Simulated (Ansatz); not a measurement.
# BeTlF3: complex band structure, part 2 of 4

Aim: relax a made-up compound, BeTlF3, and see how good a tunnel barrier it would be. It is built by putting Be for Ca in the CaTlF3 structure of space group Cm, with the volume rescaled by atomic radii. The parent structure comes from the Materials Project.

Ansatz 0.2.0; PBE DFT, plane waves, PAW files (the session's first sound run).

So far. Step 2 (Relaxing the new crystal): The largest force component on a free atom ends at 0.0031 eV/Å.

The structure was built from a prototype and need not be the compound's stable phase.

## Step 3: Band edges

The energy window and the wavevectors of the next steps follow from the band edges, so these are searched first, off the mesh as well.

File input.yaml:

```yaml
crystal:
  lattice:
    - [3.4926310788, -2.9973235353, 0.3516029841]
    - [3.4926310788, 2.9973235353, 0.3516029841]
    - [0.4879477759, 0.0, 4.571565662]
  atoms:
    - { symbol: Be, position: [0.6015349226, 0.6015349226, 0.5892729429] }
    - { symbol: Tl, position: [0.0678790014, 0.0678790014, 1.0543544266] }
    - { symbol: F, position: [0.4667041194, -0.10549694, 0.4541393243] }
    - { symbol: F, position: [0.4659648966, 0.4659648966, 0.8824709818] }
    - { symbol: F, position: [-0.10549694, 0.4667041194, 0.4541393243] }
kpoints:
  mp_grid: { grid: [6, 6, 6] }
  band_path: { path: [VBM, CBM], npoints: 30 }
scf:
  occupations: { method: fixed }
hamiltonian:
  xc: pbe
output:
  eigenvalues: true
  write_potential: true
  write_density: true
  volumetric_format: npy
  elf: true
```

Run with:

```console
$ ansatz run input.yaml --threads 2 --pin off --max-ram 4096MiB --backend cpu --events-out ev --progress --plain --runs-dir out
```

Numbers of over 12 decimals in the logs are rounded to 6 here.

Log:

```text
[...]
Crystal: 5 atoms, lattice volume = 94.687 Å³
Basis set: ecut = 420 eV, 1859 PW (Γ)
Bands: 23, of which v1, the nominal top of the filled ones, is band 18 counted from 1 (17 counted from 0)
Symmetry: 2 space group operations
[...]
k-points: 68 of 216 (time reversal used)
[...]
SCF iter   1: F=—  HF=-13966.775566 eV  |F-HF|=—  |Δ(HF+E_count)|=         —  Δρ=1.16e-3  dr2=1.39e-3  ethr=1.77e-3  ⟨swp⟩=4.8  Hψ=6392  notcnv=0  defer=196
[...]
SCF iter   6: F=-13966.777005 eV  HF=-13966.777005 eV  |F-HF|=6.72e-8  |Δ(HF+E_count)|=   1.43e-6  Δρ=8.02e-6  dr2=7.35e-8  ethr=2.78e-10  ⟨swp⟩=7.7  Hψ=6043  notcnv=0
SCF 1 converged in 6 iterations: F = -13966.777005 eV  dr2 = 7.35e-8
[...]
NSCF: frozen V_eff on 68 k-points
[...]
SCF converged after 6 iterations
Free energy (F): -13966.777005 eV
[...]
Internal energy: -13966.777005 eV  (E = F + TS)
E sigma→0 (E₀):  -13966.777005 eV
Fermi energy:    0.320496 eV
[...]
--- Band table (eV; the first three rows and the last of 68) ---
  k-point 0: bands = [... 14 lower, -1.1572, -1.0968, -1.0961, -0.6192, 7.9802, 7.9985, 8.2700, 8.5648, ... 1 higher]
  k-point 1: bands = [... 14 lower, -1.1618, -1.1137, -0.6344, -0.5717, 6.9472, 8.0565, 8.2786, 9.1326, ... 1 higher]
  k-point 2: bands = [... 14 lower, -1.1744, -1.1564, -0.6632, 0.0238, 5.8014, 8.2084, 8.3689, 9.4761, ... 1 higher]
  k-point 67: bands = [... 14 lower, -0.9796, -0.9754, -0.5184, -0.1303, 6.3946, 7.3683, 7.3816, 9.4665, ... 1 higher]
```

Elapsed: 27 s, on 2 threads of Arm Neoverse V2, shared host; peak memory 0.39 GiB.

Numbers from this step:

| Item | Value |
| --- | --- |
| free energy | -13966.7770 eV |
| Fermi energy | 0.3205 eV |
| gap on the k-mesh | 5.013 eV |
| gap on path | 5.011 eV, by band count; negative where bands overlap |
| direct gap on path | 5.049 eV |
| edge places on path | 0, 0.5479 1/A along the path |

Electronic bands along the path, in eV, zero at the Fermi level (highest filled level under fixed occupations); v1 is the highest filled band, c1 the lowest empty one:

```tsv
point	v4	v3	v2	v1	c1	c2
VBM	-1.60	-1.40	-1.01	0.00	5.91	6.32
halfway	-1.54	-1.47	-1.01	-0.02	5.37	7.12
CBM	-1.50	-1.50	-0.99	-0.04	5.01	7.97
```

ELF in the ac plane of the cell as run, not the conventional one, at fractional y = 0.466, with atoms of F within 0.2 Å of it. It is the smooth field of the valence electrons, not physical close to the nuclei.

Ten even steps from '_' (0.00) to '@' (0.81), each cell a mean:
```
______==@@@@%%@@@@##::______
______==%%@@####@@##::______
______::##@@@@@@@@**..______
..______==##%%@@##--..::--::
++::____..--++==::..==##%%%%
@@++..______..____--%%@@@@@@
@@##--__________..**@@@@**%%
@@%%--__________..++%%@@%%%%
@@**::____________::**%%@@@@
++::________________::==****
..________::::..________....
________==**##**--..________
______::##@@@@@@##==________
```
Columns run along a (4.6 Å), rows up along c (4.6 Å). Atoms in or near the plane, at fractional coordinates: F at (0.47, 0.88), F at (0.89, 0.45).

Valence density in the ac plane of the cell as run, not the conventional one, at fractional y = 0.466, with atoms of F within 0.2 Å of it. It is the smooth field of the valence electrons, not physical close to the nuclei.

Ten steps, logarithmic in the rise over the least value, from '0' (0 e/Å³) to '9' (11 e/Å³), each cell a mean:
```
00014898631000
00014899731000
00013688631000
00001345421111
20000112223443
42000001124787
63100000125899
63100000024799
42000000012466
21000000000123
00000000000001
00001222100000
00013565310000
```
Columns run along a (4.6 Å), rows up along c (4.6 Å). Atoms in or near the plane, at fractional coordinates: F at (0.47, 0.88), F at (0.89, 0.45).

Electrostatic potential energy in the ac plane of the cell as run, not the conventional one, at fractional y = 0.466, with atoms of F within 0.2 Å of it. With pseudopotentials it is smooth inside the atoms' cores, unlike the true potential.

Ten even steps from '0' (-40 eV) to '9' (8 eV), each cell a mean:
```
99998201699999
99998200399999
99999621589999
99999987778999
99999987557889
89999987667323
59999998777100
49999999998300
89999999999855
99999999999999
99999999999999
99999999999999
99999757999999
```
Columns run along a (4.6 Å; values clipped at the 3rd and 97th percentile), rows up along c (4.6 Å). Atoms in or near the plane, at fractional coordinates: F at (0.47, 0.88), F at (0.89, 0.45).

The searched edges give 5.01 eV, against 5.01 eV on the mesh.

## Step 4: Decaying states in the gap, plane (001), k-mesh 6×6×6

This step: PBE DFT, plane waves, PAW files; complex bands by layer matching along the plane's normal (Ansatz 0.2.0).

The same crystal is laid in a cell whose first two vectors span the (001) plane (indices of the standard conventional cell, whose axes can be ordered otherwise than in the bulk input). At fixed energy and wavevector in the plane the solver finds all kz, real and complex. A few wavevectors are listed, (0, 0), (-0.5, 0) and (0.3438, -0.0208) in units of the plane's reciprocal vectors; the slowest state needn't be among them.

File input.yaml:

```yaml
crystal:
  lattice:
    - [4.615847147, 0.0, 0.0]
    - [0.723192954, 4.558841611, 0.0]
    - [0.717440936, 0.612600679, 4.499700495]
  atoms:
    - { symbol: Be, position: [0.6015349226, 0.6015349226, 0.5892729429] }
    - { symbol: Tl, position: [0.0678790014, 0.0678790014, 0.0543544266] }
    - { symbol: F, position: [0.4667041194, 0.89450306, 0.4541393243] }
    - { symbol: F, position: [0.4659648966, 0.4659648966, 0.8824709818] }
    - { symbol: F, position: [0.89450306, 0.4667041194, 0.4541393243] }
kpoints:
  mp_grid: { grid: [6, 6, 6] }
scf:
  occupations: { method: fixed }
hamiltonian:
  xc: pbe
output:
  eigenvalues: true
  transmission:
    leads: [[0, 0]]
    kpoints: [[0.0, 0.0], [-0.5, 0.0], [0.3438, -0.0208]]
    e_range: [-1.0, 6.01]
    de: 0.14
```

Log:

```text
[...]
Crystal: 5 atoms, lattice volume = 94.687 Å³
Basis set: ecut = 420 eV, 1859 PW (Γ)
Bands: 23, of which v1, the nominal top of the filled ones, is band 18 counted from 1 (17 counted from 0)
Symmetry: 2 space group operations
[...]
k-points: 68 of 216 (time reversal used)
[...]
SCF iter   1: F=—  HF=-13966.775569 eV  |F-HF|=—  |Δ(HF+E_count)|=         —  Δρ=1.16e-3  dr2=1.39e-3  ethr=1.77e-3  ⟨swp⟩=4.8  Hψ=6403  notcnv=0  defer=196
[...]
SCF iter   6: F=-13966.777002 eV  HF=-13966.777001 eV  |F-HF|=6.70e-8  |Δ(HF+E_count)|=   1.43e-6  Δρ=8.07e-6  dr2=7.39e-8  ethr=2.78e-10  ⟨swp⟩=7.7  Hψ=6060  notcnv=0
SCF 1 converged in 6 iterations: F = -13966.777002 eV  dr2 = 7.39e-8
[...]
transmission: 7 of 21 steps passed
transmission: 14 of 21 steps passed
transmission: 21 of 21 steps passed
SCF converged after 6 iterations
Free energy (F): -13966.777002 eV
[...]
Internal energy: -13966.777002 eV  (E = F + TS)
E sigma→0 (E₀):  -13966.777002 eV
Fermi energy:    0.320496 eV
[...]
--- Band table (eV; the first three rows and the last of 68) ---
  k-point 0: bands = [... 14 lower, -1.1572, -1.0968, -1.0961, -0.6192, 7.9802, 7.9985, 8.2700, 8.5648, ... 1 higher]
  k-point 1: bands = [... 14 lower, -1.1618, -1.1137, -0.6344, -0.5717, 6.9472, 8.0565, 8.2786, 9.1326, ... 1 higher]
  k-point 2: bands = [... 14 lower, -1.1744, -1.1564, -0.6632, 0.0238, 5.8014, 8.2084, 8.3689, 9.4761, ... 1 higher]
  k-point 67: bands = [... 14 lower, -0.9796, -0.9754, -0.5184, -0.1303, 6.3946, 7.3683, 7.3816, 9.4665, ... 1 higher]
--- Transmission ---
  basis      : 185 plane waves across, 7 finite elements along
  points     : 3, as listed
  energies   : 51 from -1.000000 to 6.000000 eV about the Fermi level, 0.140000 eV apart; the leads are filled to 2.506572 eV, and channels, transmission and decay are at 2.500000 eV
  crystal 0  : F3Tl1Be1, at the sites [0, 0], period 4.4997 Å: whole cells are its period
    offset         : up to 0.0000 Å between an atom of the period and one for which it stands
    channels       : 0.000000e0 a spin
    conductance    : none, the energies end too early or step too widely for 300 K: set another output.transmission.e_range or a lower de, or, where they end at an eighth of basis.ecutwfc, a higher one
    slowest decay  : 0.4138 /Å at (0.0000, 0.0000)
```

Run time: 37 s. Hardware: 2 threads; peak memory 0.49 GiB; 55 s of CPU time.

Numbers from this step:

- level to which the leads are filled: 2.507 eV from the Fermi level
- decay constant at the filling level, zone centre: 0.4138 Å⁻¹
- decay constant at the filling level, slowest listed point: 0.4138 Å⁻¹

K parallel (0, 0); values up to 1.5 1/Å, a degenerate pair printed once or twice; energies at which all values exceed this have no row. The Im kz of the slowest decaying states by energy, zero at the highest filled level on the SCF mesh:

```tsv
energy (eV)	decay 1 (Å⁻¹)	decay 2 (Å⁻¹)	decay 3 (Å⁻¹)	decay 4 (Å⁻¹)
-1.000	0.0830	0.691	0.785	0.901
-0.440	0.780	0.980	1.02	1.22
-0.020	0.0449	0.868	1.02	1.09
0.540	0.294	0.939	1.05	1.15
0.960	0.359	0.952	0.999	1.07
1.520	0.403	0.935	1.07	1.08
1.940	0.416	0.929	1.06	1.13
2.500	0.414	0.917	1.05	1.17
3.060	0.392	0.901	1.03	1.15
3.480	0.363	0.885	1.01	1.13
4.040	0.304	0.858	0.960	0.991
4.460	0.237	0.834	0.918	0.982
5.020	0.795	0.866	0.955	1.07
5.440	0.760	0.825	0.929	1.05
6.000	0.700	0.764	0.886	1.03
```

K parallel (-0.5, 0); values up to 1.5 1/Å, a degenerate pair printed once or twice; energies at which all values exceed this have no row. Table of Im kz of the slowest decaying states by energy, zero at the highest filled level on the SCF mesh:

```tsv
energy (eV)	decay 1 (Å⁻¹)	decay 2 (Å⁻¹)	decay 3 (Å⁻¹)	decay 4 (Å⁻¹)
-1.000	0.684	0.778	1.03	1.35
-0.440	0.554	0.717	0.927	0.949
-0.020	0.423	0.720	0.783	0.990
0.540	0.628	0.725	1.01	1.15
0.960	0.637	0.717	1.08	1.19
1.520	0.632	0.698	1.18	1.19
1.940	0.618	0.678	1.17	1.18
2.500	0.587	0.646	1.13	1.17
3.060	0.542	0.607	1.10	1.16
3.480	0.496	0.573	1.09	1.14
4.040	0.413	0.518	1.07	1.11
4.460	0.323	0.469	1.05	1.09
5.020	0.387	1.02	1.05	1.35
5.440	0.304	0.987	1.00	1.03
6.000	0.0997	0.929	0.972	0.986
```

K parallel (0.3438, -0.0208); values up to 1.5 1/Å, a degenerate pair printed once or twice; energies at which all values exceed this have no row. The Im kz of the slowest decaying states by energy, zero at the highest filled level on the SCF mesh:

```tsv
energy (eV)	decay 1 (Å⁻¹)	decay 2 (Å⁻¹)	decay 3 (Å⁻¹)	decay 4 (Å⁻¹)
-1.00	0.267	0.701	0.740	0.815
-0.72	0.427	0.480	0.843	0.851
-0.30	0.0539	0.712	0.904	0.961
-0.02	0.792	0.931	1.01	1.03
0.12	0.268	0.802	0.944	1.04
0.40	0.444	0.799	0.971	1.08
0.68	0.531	0.786	1.00	1.11
1.10	0.593	0.764	1.06	1.13
1.52	0.613	0.742	1.12	1.13
1.80	0.615	0.726	1.13	1.16
2.08	0.610	0.710	1.13	1.16
2.50	0.595	0.681	1.12	1.15
2.92	0.572	0.647	1.11	1.13
3.20	0.554	0.621	1.09	1.12
3.48	0.532	0.591	1.08	1.11
3.90	0.494	0.538	1.05	1.10
4.32	0.447	0.472	1.02	1.08
4.60	0.410	0.417	0.998	1.07
4.88	0.346	0.367	0.976	1.06
5.30	0.162	0.284	0.941	1.03
5.72	0.132	0.903	0.999	1.01
6.00	0.0699	0.0751	0.875	0.971
```

At the listed wavevectors the last open channel is at -0.02 eV and the next at +5.02 eV on the grid. At +2.50 eV, the grid energy nearest the filling level (the middle of the gap on the SCF mesh), the slowest state at the listed wavevectors decays with κ = 0.414 Å⁻¹, its amplitude falling by e over 2.4 Å. Through 1 nm of this crystal that state's transmission falls by exp(−2 × 0.414 Å⁻¹ × 10 Å) = 2.5e-4.

## Step 5: Decay over the two-dimensional zone

The listed points could miss the slowest state, so one energy near mid-gap is solved on a mesh of 12×12.

Changes to input.yaml since step 4:

```diff
@@ -19,6 +19,2 @@
   eigenvalues: true
-  transmission:
-    leads: [[0, 0]]
-    kpoints: [[0.0, 0.0], [-0.5, 0.0], [0.3438, -0.0208]]
-    e_range: [-1.0, 6.01]
-    de: 0.14
+  transmission: { leads: [[0, 0]], kmesh: [12, 12], e_range: [2.51, 2.52], de: 0.05 }
```

Log:

```text
[...]
Crystal: 5 atoms, lattice volume = 94.687 Å³
Basis set: ecut = 420 eV, 1859 PW (Γ)
Bands: 23, of which v1, the nominal top of the filled ones, is band 18 counted from 1 (17 counted from 0)
Symmetry: 2 space group operations
[...]
k-points: 68 of 216 (time reversal used)
[...]
SCF iter   1: F=—  HF=-13966.775569 eV  |F-HF|=—  |Δ(HF+E_count)|=         —  Δρ=1.16e-3  dr2=1.39e-3  ethr=1.77e-3  ⟨swp⟩=4.8  Hψ=6403  notcnv=0  defer=196
[...]
SCF iter   6: F=-13966.777002 eV  HF=-13966.777001 eV  |F-HF|=6.70e-8  |Δ(HF+E_count)|=   1.43e-6  Δρ=8.07e-6  dr2=7.39e-8  ethr=2.78e-10  ⟨swp⟩=7.7  Hψ=6060  notcnv=0
SCF 1 converged in 6 iterations: F = -13966.777002 eV  dr2 = 7.39e-8
[...]
transmission: 48 of 258 steps passed
transmission: 72 of 258 steps passed
[...]
transmission: 258 of 258 steps passed
SCF converged after 6 iterations
Free energy (F): -13966.777002 eV
[...]
Internal energy: -13966.777002 eV  (E = F + TS)
E sigma→0 (E₀):  -13966.777002 eV
Fermi energy:    0.320496 eV
[...]
--- Band table (eV; the first three rows and the last of 68) ---
  k-point 0: bands = [... 14 lower, -1.1572, -1.0968, -1.0961, -0.6192, 7.9802, 7.9985, 8.2700, 8.5648, ... 1 higher]
  k-point 1: bands = [... 14 lower, -1.1618, -1.1137, -0.6344, -0.5717, 6.9472, 8.0565, 8.2786, 9.1326, ... 1 higher]
  k-point 2: bands = [... 14 lower, -1.1744, -1.1564, -0.6632, 0.0238, 5.8014, 8.2084, 8.3689, 9.4761, ... 1 higher]
  k-point 67: bands = [... 14 lower, -0.9796, -0.9754, -0.5184, -0.1303, 6.3946, 7.3683, 7.3816, 9.4665, ... 1 higher]
--- Transmission ---
  basis      : 185 plane waves across, 6 finite elements along
  points     : 43, standing for a mesh of 12 x 12
  energies   : 1 from 2.510000 to 2.510000 eV about the Fermi level; the leads are filled to 2.506572 eV, and channels, transmission and decay are at 2.510000 eV
  crystal 0  : F3Tl1Be1, at the sites [0, 0], period 4.4997 Å: whole cells are its period
[...]
channels       : 0.000000e0 a spin
    conductance    : none, crystal 0 has no channel at the energies, or these end too early or step too widely for 300 K: set another output.transmission.e_range or a lower de, or, where they end at an eighth of basis.ecutwfc, a higher one
    slowest decay  : 0.4136 /Å at (0.0000, 0.0000)
```

The job ended after 37 s (2 threads; peak memory 0.53 GiB; 73 s of CPU time).

This step gave:

| Item | Value |
| --- | --- |
| least decay constant on the mesh | 0.4136 Å⁻¹ |

Slowest decay constant (1/Å; 0 where a channel is open) over k1 and k2. At 2.5100 eV from the Fermi level.

Ten even steps from '_' (0.414) to '@' (0.882):
```
@@@@%%**++======++**%%@@
%%%%@@##++==----==++##%%
****##++--::::::::--++**
==++++--::..__....::==++
======::..______..::--==
--==--::__________::--==
====--::..______..::====
==++==::....__..::--++++
****++--::::::::--++##**
%%%%##++==----==++##@@%%
@@@@%%**++======++**%%@@
@@@@%%**====--====**%%@@
```
Columns: k1 (b1) from -0.5 to 0.417; rows upwards: k2 (b2) from -0.5 to 0.417.

The least value on the mesh is 0.414 Å⁻¹ at +2.51 eV. At that energy the listed points give about 0.414 Å⁻¹ by interpolation, so the mesh holds no clearly slower state.

(Part 2 of 4 ends here.)

[Logs are printed without paths, hosts, clocks, repeated set-up lines and the standing remarks that a program may print on its own settings, such as how far it seeks lower states.]

[Hosts, paths, dates, database ids (printed as entryN), source tags and the programs' standing remarks are cut or masked in the printed files.]
